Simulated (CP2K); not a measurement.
Two runs for the S L₂,₃ edge of methylthioacetylene. Run A: CP2K XAS_TDP, all-electron GAPW, PBEh(45%), aug-cc-pVDZ, TDA, ZORA, spin–orbit coupling. Run B differs in one setting.

First lines with a strength over 0.0003. A:

| atom | energy (eV) | states | strength, one atom |
| --- | --- | --- | --- |
| S3 (bonded to 2 C) | 164.12 | 1 | 0.0019 |
|  | 164.35 | 1 | 0.0014 |
|  | 165.17 | 2 | 0.0005 |
|  | 165.22 | 1 | 0.0015 |
|  | 165.26 | 1 | 0.0021 |

B:

| atom | energy (eV) | states | strength, one atom |
| --- | --- | --- | --- |
| S3 (bonded to 2 C) | 167.44 | 1 | 0.0019 |
|  | 167.66 | 1 | 0.0014 |
|  | 168.46 | 2 | 0.0004 |
|  | 168.52 | 1 | 0.0004 |
|  | 168.55 | 1 | 0.0013 |

Which was it: GW2X switched on, the functional, the basis?

GW2X switched on. GW2X shifts the lines nearly together; each 2p level gets its own shift. The lowest line over the strength cut lies at 167.44 eV, against 164.12 eV (PBEh(45%), aug-cc-pVDZ).

[Hosts, paths, dates, database ids (printed as entryN), source tags and the programs' standing remarks are cut or masked in the printed files.]
